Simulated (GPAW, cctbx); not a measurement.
# Si with B on a Si site: the scripts behind a bonding study

Short scripts, each with its output. The cell is our own: Si with B on a Si site, neutral, in a cell of 16 atoms, repeated periodically, so this is a dense ordered array of defects; cell and atoms are relaxed.

## 1. Build the all-electron density and subtract free atoms

```text
cell
1.0
     0.000000000    5.383815365    5.383815365
     5.383815365    0.000000000    5.383815365
     5.383815365    5.383815365    0.000000000
Si B
15 1
Direct
0.659808610 0.113397130 0.113397130
0.496353770 0.496353770 0.003646230
0.113397130 0.659808610 0.113397130
0.496353770 0.003646230 0.496353770
0.113397130 0.113397130 0.659808610
0.003646230 0.496353770 0.496353770
0.626142220 0.626142220 0.626142220
0.496353770 0.003646230 0.003646230
0.113397130 0.113397130 0.113397130
0.003646230 0.496353770 0.003646230
0.626142220 0.626142220 0.121573340
0.003646230 0.003646230 0.496353770
0.626142220 0.121573340 0.626142220
0.500000000 0.500000000 0.500000000
0.121573340 0.626142220 0.626142220
0.000000000 0.000000000 0.000000000
```

```python
import numpy as np
from ase.io import read
from ase.units import Bohr
from gpaw import GPAW, PW, FermiDirac
from gpaw.calculator import GPAW as OldGPAW
from gpaw.mpi import serial_comm, world
from scipy.special import erfc
from scipy.spatial import cKDTree

atoms = read("cell.vasp")
atoms.set_initial_magnetic_moments([0.05, 0.05, 0.05, 0.05, 0.05, 0.05, 0.05, 0.05, 0.05, 0.05, 0.05, 0.05, 0.05, 0.05, 0.05, 0.05])
atoms.calc = GPAW(mode=PW(550), xc="PBE", kpts={"size": (3, 3, 3), "gamma": True},
                 occupations=FermiDirac(0.1), maxiter=120, symmetry={"tolerance": 1e-5}, txt="scf.txt")
atoms.get_potential_energy()
rho = atoms.calc.get_all_electron_density(gridrefinement=2)
moments = atoms.get_magnetic_moments() if atoms.calc.get_number_of_spins() == 2 else np.zeros(len(atoms))
total = atoms.get_magnetic_moment() if moments.any() else 0.0
if world.rank == 0:
    free = OldGPAW(mode=PW(550), xc="PBE", txt=None, communicator=serial_comm)
    neutral = atoms.copy()
    neutral.set_initial_magnetic_moments(None)
    free.initialize(neutral)
    free.set_positions(neutral)
    drho = rho - free.get_all_electron_density(gridrefinement=2)
    # GPAW starts from confined atoms: exchange their smooth part for that of the datasets' free atoms
    h = np.stack(np.meshgrid(*[np.fft.fftfreq(n, 1 / n) for n in drho.shape], indexing="ij"), -1)
    gabs = np.linalg.norm(h @ atoms.cell.reciprocal(), axis=-1)
    tails = np.fft.fftn(free.get_pseudo_density(gridrefinement=2))
    g, form, v0 = np.linspace(0, gabs.max(), 1500), {}, 0
    for e in set(atoms.symbols):
        idx = atoms.symbols.search(e)
        d = free.setups[idx[0]].data
        r, w = d.rgd.r_g * Bohr, d.rgd.r_g**2 * d.rgd.dr_g
        j0 = np.sinc(2 * g[:, None] * r)
        smooth = sum(f * p**2 for f, p in zip(d.f_j, d.phit_jg)) + np.sqrt(4 * np.pi) * d.nct_g
        full = sum(f * p**2 for f, p in zip(d.f_j, d.phi_jg)) + np.sqrt(4 * np.pi) * d.nc_g
        phase = sum(np.exp(-2j * np.pi * h @ s) for s in atoms.get_scaled_positions()[idx])
        tails -= np.interp(gabs, g, j0 @ (smooth * w)) * phase * drho.size / atoms.get_volume()
        form[e] = j0 @ (full * w)
        v0 += 2 * np.pi / 3 * 14.3996 * (full * w * r**2).sum() * len(idx)  # V A^3
    tails *= 0.5 * erfc((gabs - 1.8) / 0.25)  # the tails differ at long wavelengths alone
    drho += np.fft.ifftn(tails).real  # crystal minus superposed spherical free atoms
    np.save("drho.npy", drho)
    dv = atoms.get_volume() / drho.size
    print("grid", drho.shape, " electrons %.3f" % (rho.sum() * dv), " moved by bonding %.3f e" % (abs(drho).sum() * dv / 2))
    pts = np.indices(drho.shape).reshape(3, -1).T / drho.shape @ atoms.cell
    shifts = (np.indices((3, 3, 3)).reshape(3, -1).T - 1) @ atoms.cell
    images = (atoms.positions[None] + shifts[:, None]).reshape(-1, 3)
    dist, idx = cKDTree(images).query(pts, k=4)
    out = drho.ravel()[dist[:, 0] > 0.5]
    print("deformation density beyond 0.5 A of the nuclei: max %.3f, min %.3f e/A^3" % (out.max(), out.min()))
    tie = dist < dist[:, :1] + 1e-4
    q = -np.bincount((idx % len(atoms))[tie], (drho.ravel()[:, None] / tie.sum(1, keepdims=True) * tie)[tie], len(atoms)) * dv
    print("atom        x       y       z   Voronoi charge  moment")
    for a, s, c, m in zip(atoms, atoms.get_scaled_positions(), q, moments):
        print("%-2s%-3d %7.4f %7.4f %7.4f %10.3f %10.2f" % (a.symbol, a.index + 1, *s, c, m))
    np.savez("free.npz", g=g, **form)
    print("mean inner potential of superposed free atoms %.3f V" % (v0 / atoms.get_volume()))
    print("total magnetic moment %.3f muB" % total)
```

```console
$ OMP_NUM_THREADS=1 mpirun -n 4 gpaw python run.py > gpaw.log
```

```text
grid (84, 84, 84)  electrons 215.000  moved by bonding 4.437 e
deformation density beyond 0.5 A of the nuclei: max 0.186, min -0.098 e/A^3
atom        x       y       z   Voronoi charge  moment
Si1    0.6598  0.1134  0.1134      0.068       0.00
Si2    0.4964  0.4964  0.0036      0.002       0.00
Si3    0.1134  0.6598  0.1134      0.068       0.00
Si4    0.4964  0.0036  0.4964      0.002       0.00
Si5    0.1134  0.1134  0.6598      0.068       0.00
Si6    0.0036  0.4964  0.4964      0.002       0.00
Si7    0.6261  0.6261  0.6261     -0.007       0.00
Si8    0.4964  0.0036  0.0036      0.002       0.00
Si9    0.1134  0.1134  0.1134      0.068       0.00
Si10   0.0036  0.4964  0.0036      0.002       0.00
Si11   0.6261  0.6261  0.1216     -0.007       0.00
Si12   0.0036  0.0036  0.4964      0.002       0.00
Si13   0.6261  0.1216  0.6261     -0.007       0.00
Si14   0.5000  0.5000  0.5000      0.015       0.00
Si15   0.1216  0.6261  0.6261     -0.007       0.00
B 16   0.0000  0.0000  0.0000     -0.268       0.00
mean inner potential of superposed free atoms 13.731 V
total magnetic moment 0.001 muB
```

Time: 33 s on 4 cores of Arm Neoverse V2 (shared host), peak memory 1.6 GiB.

## 2. Fourier-transform the difference

```python
from cctbx import adptbx, crystal, miller, xray
from cctbx.eltbx import tiny_pse
import numpy as np

cs = crystal.symmetry(unit_cell=(10.7676, 10.7676, 10.7676, 90, 90, 90), space_group_symbol='Hall: F -4 2 3')  # F-43m
atoms = [  # label, site, U (iso, or U11 U22 U33 U12 U13 U23 in A^2), occupancy
    ("Si1", (0.1134, 0.8866, 0.8866), 0.0000, 1),
    ("Si2", (0.25, 0.75, 0.99635), 0.0000, 1),
    ("Si3", (0.12614, 0.12614, 0.62614), 0.0000, 1),
    ("Si4", (0.5, 0, 0), 0.0000, 1),
    ("B1", (0, 0, 0), 0.0000, 1),
]
xs = xray.structure(crystal_symmetry=cs)
for label, site, u, occ in atoms:
    u = adptbx.u_cif_as_u_star(cs.unit_cell(), u) if isinstance(u, tuple) else u
    xs.add_scatterer(xray.scatterer(label, site=site, u=u, occupancy=occ))
xs.scattering_type_registry(table="wk1995")
drho = np.load("drho.npy")
T = np.array([[-1, 1, 1], [1, -1, 1], [1, 1, -1]])  # conventional axes in terms of the primitive ones
dF = np.fft.ifftn(drho) * 1248.41926  # electrons a conventional cell, indexed by primitive hkl
ms = miller.build_set(cs, anomalous_flag=False, d_min=0.9).sort("resolution")
iam = ms.structure_factors_from_scatterers(xs, algorithm="direct").f_calc()
p1 = xs.expand_to_p1()
z = np.array([tiny_pse.table(sc.scattering_type).atomic_number() for sc in p1.scatterers()])
x = np.array(p1.sites_frac())
free = np.load("free.npz")
print("static structure factors of the conventional cell: F in electrons, V (Mott-Bethe) in volts")
print("   h  k  l      d  |F| table  |F| free   |F| DFT   change   |V| free  |V| DFT  change %")
for h, d, table in list(zip(ms.indices(), ms.d_spacings().data(), iam.data()))[:18]:
    df = dF[tuple(np.rint(np.linalg.solve(T, h)).astype(int))]
    phase = np.exp(2j * np.pi * x @ h)
    f = sum(np.interp(1 / d, free["g"], free[sc.scattering_type]) * p for sc, p in zip(p1.scatterers(), phase))
    fz = (z * phase).sum()
    c = 14.3996 * d * d / (np.pi * cs.unit_cell().volume())
    v0, v1 = abs(fz - f) * c, abs(fz - f - df) * c
    print("%4d%3d%3d %7.4f %9.3f %9.3f %9.3f %8.3f %9.3f %8.3f %8s" % (h + (d, abs(table), abs(f), abs(f + df), abs(f + df) - abs(f), v0, v1, "%.1f" % (100 * (v1 / v0 - 1)) if v0 > 0.02 else "-")))
```

```console
$ python run.py
```

```text
static structure factors of the conventional cell: F in electrons, V (Mott-Bethe) in volts
   h  k  l      d  |F| table  |F| free   |F| DFT   change   |V| free  |V| DFT  change %
   1  1  1  6.2167    18.345    18.424    18.282   -0.142     0.174    0.183      5.2
   0  2  0  5.3838     6.937     7.021     6.609   -0.412     0.025    0.019    -21.9
   0  2  2  3.8069    26.650    26.776    26.247   -0.529     0.224    0.253     12.5
   1  3  1  3.2466    21.671    21.762    21.076   -0.686     0.149    0.176     17.9
   2  2  2  3.1083   451.321   452.540   459.684    7.144     5.361    5.107     -4.7
   0  4  0  2.6919    21.945    21.994    21.329   -0.665     0.131    0.149     13.5
   1  3  3  2.4703    51.671    51.754    50.916   -0.838     0.426    0.445      4.4
   0  4  2  2.4077    46.449    46.512    45.849   -0.662     0.364    0.378      3.9
   2  4  2  2.1979    47.905    47.942    46.931   -1.010     0.392    0.408      4.2
   3  3  3  2.0722    53.822    53.859    52.498   -1.362     0.489    0.509      4.0
   1  5  1  2.0722    66.665    66.687    65.891   -0.797     0.519    0.532      2.4
   0  4  4  1.9035   517.704   517.751   514.532   -3.219     4.292    4.334      1.0
   1  5  3  1.8201    26.150    26.117    25.798   -0.319     0.146    0.150      2.7
   2  4  4  1.7946    14.338    14.314    13.992   -0.321     0.086    0.092      6.0
   0  6  0  1.7946    77.877    77.816    76.955   -0.861     0.526    0.536      1.9
   0  6  2  1.7025    32.732    32.675    32.633   -0.042     0.171    0.171      0.3
   3  5  3  1.6420    14.261    14.218    14.151   -0.067     0.051    0.053      3.2
   2  6  2  1.6233   339.056   338.686   333.453   -5.233     2.410    2.460      2.1
```

Time: 0.34 s on 1 core of Arm Neoverse V2 (shared host), peak memory 0.09 GiB.

[Outputs are excerpts: Python notices, other lines and further rows are left out; steps that failed or that the build refused (PBEsol, TPSS) are not shown.]

[Logs are printed without paths, hosts, clocks, repeated set-up lines and the standing remarks that a program may print on its own settings, such as how far it seeks lower states.]
